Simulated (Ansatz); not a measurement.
**HfGe (model cell, started as layered BN type): from the cell to its phonons**

Wanted: vibrations and spectra of HfGe (model cell, started as layered BN type); the cell is already relaxed.

Program: Ansatz 0.2.0. Level of theory: DFT PBEsol, scalar-relativistic, plane waves, norm-conserving pseudopotentials. Results are calculated unless marked as measured.

The structure was built from a prototype and need not be the compound's stable phase.

## (1) Set-up

Symmetry: P6_3/mmc, No. 194, hexagonal system. Conventional cell: a = 4.582 Å, b = 4.582 Å, c = 5.277 Å, α = 90.00°, β = 90.00°, γ = 120.00°. Nearest to Hf lie 5 Ge at 2.64 to 2.65 Å. Nearest to Ge lie 5 Hf at 2.64 to 2.65 Å. Farther neighbours are not listed.

## (2) Zone-centre response

The cell comes from relaxations at this level that are not shown. The zone centre is the only wavevector solved here; it holds the modes that light can see, as far as symmetry allows. No field response is asked, since the mesh shows no gap.

Contents of input.yaml:

```yaml
crystal:
  lattice:
    - [4.5819897329, -3.063e-06, 0.0]
    - [-2.2909922138, 3.9681210401, 0.0]
    - [0.0, 0.0, 5.2774181256]
  atoms:
    - { symbol: Hf, position: [0.3333333333, 0.6666666667, 0.25] }
    - { symbol: Hf, position: [0.6666666667, 0.3333333333, 0.75] }
    - { symbol: Ge, position: [0.6666666667, 0.3333333333, 0.25] }
    - { symbol: Ge, position: [0.3333333333, 0.6666666667, 0.75] }
kpoints:
  mp_grid: { grid: [12, 12, 6] }
hamiltonian:
  xc: pbesol
  pseudopotentials: { kind: nc }
scf:
  occupations: { method: methfessel_paxton, width: 0.15 }
output:
  eigenvalues: true
phonons:
  method: dfpt
```

Started as:

```sh
ansatz run input.yaml --threads 4 --pin off --max-ram 7168MiB --backend cpu --events-out ev --progress --plain --runs-dir out
```

Numbers of over 12 decimals in the logs are rounded to 6 here.

Output:

```text
Engine: ansatz 0.2.0, aarch64-unknown-linux-gnu
Pseudopotentials: kind: nc
Pseudopotential: Hf, nc, valence charge 12, recommended cutoff 789.130201 eV (normal), Hf.nc.azcp (PseudoDojo's, or run here from an input of PseudoDojo's: the run reads no file of this project's for it)
Pseudopotential: Ge, nc, valence charge 14, recommended cutoff 1061.244064 eV (normal), Ge.nc.azcp (PseudoDojo's, or run here from an input of PseudoDojo's: the run reads no file of this project's for it)
Functional definition: PBEsol
  exchange = pbesol_x
  correlation = pbesol_c
Crystal: 4 atoms, lattice volume = 95.953 Å³
Basis set: ecut = 1061.244064 eV, 7433 PW (Γ), exchange–correlation on 100×100×120 points (8 copies of the dense FFT grid, shifted against one another)
Bands: 32, of which v1, the nominal top of the filled ones, is band 26 counted from 1 (25 counted from 0)
Symmetry: 24 space group operations
k-points: 242 of 864 (irreducible under 2 space group operations, time reversal used)
Non-local potential: Hf, projectors of the file, l = 0: 2, l = 1: 2, l = 2: 2, l = 3: 2
Non-local potential: Ge, projectors of the file, l = 0: 2, l = 1: 2, l = 2: 2
Initial density: superposition of atomic densities (chi_scale 0.1, normalization cell, long waves kept (reshape's long-wave potential 0.00 eV rms))
Initial wavefunctions: pseudopotential atomic-orbital guess
Functional: x = pbesol(κ = 0.804, μ = 0.123457), c = pbesol(β = 0.046)
SCF iter   1: F=—  HF=-7924.596298 eV  |F-HF|=—  |Δ(HF+E_count)|=         —  Δρ=4.79e-2  dr2=1.76e0  ethr=3.10e-3  ⟨swp⟩=6.4  Hψ=34962  notcnv=0
preconditioner: auto → Kerker (q_TF=auto, 2.463 Å⁻¹)  [metal: Δε(μ)=0.094 eV  Ē_g=16.129 eV  σ=0.150 eV  W_gap=0.47  n_scr=22 (ndim 8)  ℏωp=22.7 eV  f_vac=0.001  D(μ)=0.55/eV (n_scr^D=0)]
SCF iter   2: F=—  HF=-7924.128368 eV  |F-HF|=—  |Δ(HF+E_count)|=   4.68e-1  S|Δr|=    0.00e0  Δρ=2.71e-2  dr2=7.09e-1  ethr=3.10e-3  ⟨swp⟩=1.5  Hψ=10438  notcnv=0  defer=40
SCF iter   3: F=—  HF=-7923.953651 eV  |F-HF|=—  |Δ(HF+E_count)|=   1.75e-1  S|Δr|=    0.00e0  Δρ=9.55e-3  dr2=8.46e-2  ethr=1.36e-3  ⟨swp⟩=2.0  Hψ=12854  notcnv=0  defer=105
SCF iter   4: F=—  HF=-7923.945785 eV  |F-HF|=—  |Δ(HF+E_count)|=   7.87e-3  S|Δr|=    0.00e0  Δρ=9.88e-3  dr2=4.12e-2  ethr=1.63e-4  ⟨swp⟩=3.0  Hψ=14096  notcnv=0  defer=105
SCF iter   5: F=—  HF=-7923.927685 eV  |F-HF|=—  |Δ(HF+E_count)|=   1.81e-2  S|Δr|=    0.00e0  Δρ=9.76e-4  dr2=1.97e-3  ethr=7.93e-5  ⟨swp⟩=2.2  Hψ=12351  notcnv=0  defer=148
SCF iter   6: F=—  HF=-7923.927662 eV  |F-HF|=—  |Δ(HF+E_count)|=   2.31e-5  S|Δr|=    0.00e0  Δρ=3.57e-4  dr2=1.62e-4  ethr=3.78e-6  ⟨swp⟩=2.5  Hψ=13917  notcnv=0  defer=267
SCF iter   7: F=—  HF=-7923.927707 eV  |F-HF|=—  |Δ(HF+E_count)|=   4.50e-5  S|Δr|=    0.00e0  Δρ=6.90e-5  dr2=4.72e-6  ethr=3.11e-7  ⟨swp⟩=2.4  Hψ=12399  notcnv=0  defer=267
SCF iter   8: F=—  HF=-7923.927614 eV  |F-HF|=—  |Δ(HF+E_count)|=   9.31e-5  S|Δr|=    0.00e0  Δρ=1.43e-5  dr2=1.32e-7  ethr=9.08e-9  ⟨swp⟩=2.7  Hψ=14481  notcnv=0  defer=341
SCF iter   9: F=—  HF=-7923.927614 eV  |F-HF|=—  |Δ(HF+E_count)|=   1.48e-8  S|Δr|=    0.00e0  Δρ=2.62e-6  dr2=6.64e-9  ethr=2.54e-10  ⟨swp⟩=2.9  Hψ=15215  notcnv=0  defer=341
SCF iter  10: F=—  HF=-7923.927614 eV  |F-HF|=—  |Δ(HF+E_count)|=   2.01e-9  S|Δr|=    0.00e0  Δρ=8.86e-7  dr2=5.17e-10  ethr=1.28e-11  ⟨swp⟩=2.6  Hψ=13508  notcnv=0  defer=341
SCF iter  11: F=—  HF=-7923.927614 eV  |F-HF|=—  |Δ(HF+E_count)|=  2.14e-10  S|Δr|=    0.00e0  Δρ=1.13e-7  dr2=1.06e-11  ethr=1.00e-12  ⟨swp⟩=2.2  Hψ=12364  notcnv=0  defer=341
SCF iter  12: F=-7923.927614 eV  HF=-7923.927614 eV  |F-HF|=9.09e-13  |Δ(HF+E_count)|=  1.36e-11  S|Δr|=    0.00e0  Δρ=2.60e-8  dr2=3.73e-13  ethr=1.00e-12  ⟨swp⟩=15.1  Hψ=48177  notcnv=0
SCF 1 converged in 12 iterations: F = -7923.927614 eV  dr2 = 3.73e-13
DFPT response loops at Γ: preconditioner auto → Kerker (q_TF=auto, 2.463 Å⁻¹) (partly filled bands, converged f_vac=0.037); β = 1.00, the filter's whole step (`scf.mixing.beta` (0.50) is not read by the response loops under this deck's `scf.mixing.preconditioner`; to damp them name `kerker` or `kerker_dos`, under which they read `scf.mixing.beta`, and type it under 1.00, their step now; both keys bind the ground state too); Broyden in place of MSR1
the run's response loops start from zero, take more passes and end by a threshold: the memory limit or budget leaves too little room for the subspace of the ground state's own states beside the solves, or none could be made (phonons.method)
SCF converged after 12 iterations
Stability not checked: this state was not tested for a lower state beside it, because cold or Methfessel-Paxton smearing, or corrected tetrahedra, fill the levels in a way that the test cannot read (fill_not_monotonic; see scf.lower_state_search)
Free energy (F): -7923.927614 eV
Harris-Foulkes:  -7923.927614 eV  (|F-HF|=9.09e-13)
Internal energy: -7923.927035 eV  (E = F + TS)
E sigma→0 (E₀):  -7923.927469 eV
Entropy (-TS):   -0.000578 eV (-0.145 meV/atom)
Fermi energy:    10.373869 eV
--- Per-component energies (eV) ---
  E_band       = -601.716673
  E_kinetic    = 4424.685901
  E_local      = -5564.842440  (includes V_loc(G=0)·N_el)
  E_nonlocal   = -2415.425566
  E_hartree    = 2119.463683
  E_xc         = -1945.580067
  E_vxc        = -1285.061898  (∫ρ·V_xc dr)
  E_ewald      = -4542.228547
  E_smearing   = -0.000578  (= −TS)
  E_closure    = -0.000000  (closes the sum)
  Σ components = -7923.927614   (vs F -7923.927614, Δ=0.00e0)
--- Band table (eV; the first three rows and the last of 242) ---
  k-point 0: bands = [... 22 lower, 8.4991, 8.8073, 8.8073, 10.8353, 10.8353, 11.8321, 13.2464, 13.2549, ... 2 higher]
  k-point 1: bands = [... 22 lower, 8.4239, 8.6303, 8.6303, 10.8722, 11.2193, 11.2193, 12.9108, 13.4272, ... 2 higher]
  k-point 2: bands = [... 22 lower, 8.2877, 8.3644, 8.3644, 9.1948, 12.0653, 12.0653, 13.2066, 13.5539, ... 2 higher]
  k-point 241: bands = [... 22 lower, 8.4388, 8.4388, 9.2364, 9.2364, 11.5176, 11.5176, 12.9414, 12.9414, ... 2 higher]
--- Phonons (Γ-DFPT): 4 representative perturbations + reference, on 242 of 864 k-points (Σ response iterations 32) ---
  k mesh reduced under 2 symmetry operations, with k and −k counted as one. Each operation leaves every solved perturbation unchanged. A smaller set is not used because it would not reduce the number of displacements times k-points to solve
  ASR residual: 4.513e-4 → 0.000e0 eV/Å²; symmetrization residual: 4.133e-4 eV/Å²
  ASR residual per site (eV/Å²): 1.11e-4 1.11e-4 4.51e-4 4.51e-4
  Γ frequencies (cm⁻¹): 0.00 0.00 0.00 78.18 84.06 84.06 211.09 211.09 213.77 215.27 215.27 255.29
  non-analytic LO–TO correction: not included (Born effective charges unavailable; polar crystals: no LO–TO splitting at Γ)
```

Wall time 13 min (4 threads of Arm Neoverse V1, shared host); peak memory 6.3 GiB; 50 min of CPU time.

In the SCF lines HF is the Harris–Foulkes energy and dr2 the Hartree energy of the density residual, in eV; the loop may stop once dr2 is under the threshold and the program's other checks hold. Hψ counts applications of the Hamiltonian.

Numbers from this step:

```
volume per atom                                         : 23.99 Å³
gap on the k-mesh                                       : 0 eV
sum-rule residual before enforcement                    : 4.51e-4 eV/Å²
point group                                             : 6/mmm
highest optical mode at the zone centre (no LO-TO term) : 255.3 cm⁻¹
lowest optical zone-centre mode                         : 78.18 cm⁻¹
```

Patterns of degenerate modes are one choice out of their space. Modes at Γ, with each element's share of the kinetic energy:

```csv
mode,frequency (cm⁻¹),symmetry,Hf %,Ge %
1,0.0,acoustic,71,29
2,0.0,acoustic,71,29
3,0.0,acoustic,71,29
4,78.2,B1g,76,24
5,84.1,E2g,78,22
6,84.1,E2g,78,22
7,211.1,E2g,22,78
8,211.1,E2g,22,78
9,213.8,A2u,29,71
10,215.3,E1u,29,71
11,215.3,E1u,29,71
12,255.3,B1g,24,76
```

Displacements in mode 4 (78.2 cm⁻¹), the largest set to 1:
```
Hf1  0.00  0.00  1.00
Hf2  0.00  0.00 -1.00
Ge3  0.00  0.00 -0.87
Ge4  0.00  0.00  0.87
```

Displacements in mode 11 (215.3 cm⁻¹), the largest set to 1:
```
Hf1 -0.41  0.00  0.00
Hf2 -0.41  0.00  0.00
Ge3  1.00  0.00  0.00
Ge4  1.00  0.00  0.00
```

Before it was imposed, the acoustic sum rule was missed by 4.5e-4 eV/Å². Small misses are needed for a sound result but don't prove that mesh and cutoff are converged. The lowest optical mode is real, 78.2 cm⁻¹.

## (3) Another isotope, element Ge, natural mass 72.63 amu

An isotope changes the mass and not the force constants, so no new electronic calculation is needed; the shifts show which modes move this element.

The same force constants with the mass of Ge changed from 72.630 to 75.921 u (phonopy, no LO-TO term). Both lists are sorted by frequency; levels can cross, so a row need not hold one and the same mode. Modes under 3 cm⁻¹ are left out. Isotope shifts, by row:

```csv
q,rank,natural mass (cm⁻¹),changed mass (cm⁻¹)
0 0 0,4,78.18,77.76
0 0 0,5,84.06,83.64
0 0 0,6,84.06,83.64
0 0 0,7,211.1,207.5
0 0 0,8,211.1,207.5
0 0 0,9,213.8,210.4
0 0 0,10,215.3,211.9
0 0 0,11,215.3,211.9
0 0 0,12,255.3,251
```

A mode of this element alone would shift by -2.19 %. The highest zone-centre frequency without the field goes from 255.3 to 251.0 cm⁻¹ (-1.7 %). The product of the frequency ratios over all optical modes at Γ is 0.893; the product rule, (m/m′)^(3k/2) (M′/M)^(3/2) with k = 2 such atoms and M the mass of the cell, gives 0.893.

## (4) Another isotope, element Hf, natural mass 178.486 amu

The same for Hf, from 178.49 to 173.94 u.

The same force constants with the mass of Hf changed from 178.486 to 173.940 u (phonopy, no LO-TO term). Both lists are sorted by frequency; levels can cross, so a row need not hold one and the same mode. Modes under 3 cm⁻¹ are left out. Isotope shifts, by row:

```csv
q,rank,natural mass (cm⁻¹),changed mass (cm⁻¹)
0 0 0,4,78.18,78.95
0 0 0,5,84.06,84.9
0 0 0,6,84.06,84.9
0 0 0,7,211.1,211.7
0 0 0,8,211.1,211.7
0 0 0,9,213.8,214.6
0 0 0,10,215.3,216.1
0 0 0,11,215.3,216.1
0 0 0,12,255.3,256.1
```

A mode of this element alone would shift by +1.30 %. The highest zone-centre frequency without the field goes from 255.3 to 256.1 cm⁻¹ (+0.3 %). The product of the frequency ratios over all optical modes at Γ is 1.051; the product rule, (m/m′)^(3k/2) (M′/M)^(3/2) with k = 2 such atoms and M the mass of the cell, gives 1.051.

## (5) Outcome

| Item | Value |
| --- | --- |
| space group (within 0.01 Å) | P6_3/mmc |
| volume per atom | 24.0 Å³ |
| electronic character | no gap on this mesh |
| highest optical mode at the zone centre (no LO-TO term) | 255 cm⁻¹ |
| lowest optical zone-centre mode | 78.2 cm⁻¹ |
| imaginary modes at Γ (the only wavevector solved) | none |

In words: The structure is stable against zone-centre distortions, since no mode there is imaginary; other wavevectors were not solved, so zone-boundary instabilities are untested. The optical modes at Γ span 78 to 255 cm⁻¹. No dispersion was computed. The highest mode in this list at Γ, 255.3 cm⁻¹, is mostly motion of Ge (76 % of the kinetic energy). With no gap, or one that is small against the smearing, the frequencies hang on the k mesh and the smearing, most of all near Kohn anomalies. Spin-orbit coupling is left out, which can matter for the heavy elements here. The starting cell was built on a prototype and not taken from a measurement, so the phase need not exist. These are harmonic frequencies at zero temperature: anharmonic shifts, linewidths and thermal expansion are left out.

[Logs are printed without paths, hosts, clocks, repeated set-up lines and the standing remarks that a program may print on its own settings, such as how far it seeks lower states.]

[Hosts, paths, dates, database ids (printed as entryN), source tags and the programs' standing remarks are cut or masked in the printed files.]
